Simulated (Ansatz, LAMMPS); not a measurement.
# What went wrong? glassy 63GeO2-33Na2O-3Sc2O3 (mol %) (92 atoms)

Program: Ansatz 0.2.0. The cell: 19 Ge, 20 Na, 2 Sc and 51 O.

input.yaml

```yaml
crystal:
  lattice:
    - [10.93102, 0.0, 0.0]
    - [0.0, 10.93102, 0.0]
    - [0.0, 0.0, 10.93102]
  atoms:
    - { symbol: Ge, position: [0.73811, 0.53646, 0.62862] }
    - { symbol: Ge, position: [0.21976, 0.05108, 0.79947] }
    - { symbol: Ge, position: [0.44518, 0.97646, 0.19977] }
    - { symbol: Ge, position: [0.80652, 0.41069, 0.181] }
    - { symbol: Ge, position: [0.14142, 0.98983, 0.23918] }
    - { symbol: Ge, position: [0.50391, 0.03484, 0.89105] }
    - { symbol: Ge, position: [0.71044, 0.55143, 0.93032] }
    - { symbol: Ge, position: [0.65097, 0.08718, 0.393] }
    - { symbol: Ge, position: [0.87564, 0.88178, 0.36143] }
    - { symbol: Ge, position: [0.21107, 0.7174, 0.07269] }
    - { symbol: Ge, position: [0.4643, 0.72649, 0.88956] }
    - { symbol: Ge, position: [0.88878, 0.78796, 0.65443] }
    - { symbol: Ge, position: [0.33255, 0.51759, 0.71865] }
    - { symbol: Ge, position: [0.81081, 0.97661, 0.89013] }
    - { symbol: Ge, position: [0.30114, 0.36302, 0.4644] }
    - { symbol: Ge, position: [0.23729, 0.43338, 0.17584] }
    - { symbol: Ge, position: [0.55432, 0.3315, 0.83419] }
    - { symbol: Ge, position: [0.10684, 0.12749, 0.53248] }
    [... 68 atom lines left out ...]
    - { symbol: O, position: [0.15998, 0.04301, 0.65347] }
    - { symbol: O, position: [0.84093, 0.89804, 0.75672] }
    - { symbol: O, position: [0.08633, 0.67854, 0.98752] }
    - { symbol: O, position: [0.50228, 0.20406, 0.91515] }
    - { symbol: O, position: [0.18838, 0.92364, 0.87908] }
    - { symbol: O, position: [0.37809, 0.05896, 0.78642] }
kpoints:
  mp_grid: { grid: [1, 1, 1] }
hamiltonian:
  xc: pbe
scf:
  occupations: { method: fermi_dirac, width: 0.05 }
  eigensolver: { kind: { support_functions: { accuracy: medium, radius: 3.14 } } }
  max_iter: 150
output:
  forces: true
  eigenvalues: true
```

On the command line:

```console
> ansatz run input.yaml --threads 8 --pin off --max-ram 15872MiB --backend cpu --events-out ev --progress --plain --runs-dir out
```

The log of the run:

```text
Warning: scf.eigensolver.kind.support_functions: disabling space-group detection — the functions' gradient is summed over unrotated k-points, so no spatial operation reduces the k-mesh or symmetrises the density; time reversal is kept, so that k and −k are solved as one point where they differ and the mesh holds both, and exact exchange and, on two spinor components, a DFT+U term hold to it where the run has them: [...]
Warning: basis.ecutwfc = 464 eV, auto-derived: no grid that the accuracy of the support functions lays serves the files at the lower one that their records recommend; a deck with other species or settings can derive another value
settings of this run that can trade accuracy for cost: scf.eigensolver.kind.support_functions [...]
Engine: ansatz 0.2.0, x86_64-unknown-linux-gnu
Pseudopotentials: kind: paw
Pseudopotential: Ge, paw, valence charge 14, recommended cutoff 420 eV (normal), Ge.paw.azcp
Pseudopotential: Na, paw, valence charge 9, recommended cutoff 420 eV (normal), Na.paw.azcp
Pseudopotential: Sc, paw, valence charge 11, recommended cutoff 420 eV (normal), Sc.paw.azcp
Pseudopotential: O, paw, valence charge 6, recommended cutoff 420 eV (normal), O.paw.azcp
[... 5 lines on functional and potentials left out ...]
Error: SCF: the radius of support functions is under 3.52 Å, the least for these sites at the functions' level (scf.eigensolver.kind.support_functions.accuracy). Use scf.eigensolver.kind: auto, or type scf.eigensolver.kind.support_functions.radius at least as long, [...]
```

Run time: 3.4 s. Hardware: 8 threads of Intel Xeon Platinum 8488C (Sapphire Rapids), shared host; peak memory 0.45 GiB.

Q: Name the fault and the fix.

A radius under the least that the level allows: support_functions.radius = 3.14.

The fix is to use a longer radius.

The run ended with an error.

[Logs are printed without paths, hosts, clocks, repeated set-up lines and the standing remarks that a program may print on its own settings, such as how far it seeks lower states.]

[Hosts, paths, dates, database ids (printed as entryN), source tags and the programs' standing remarks are cut or masked in the printed files.]
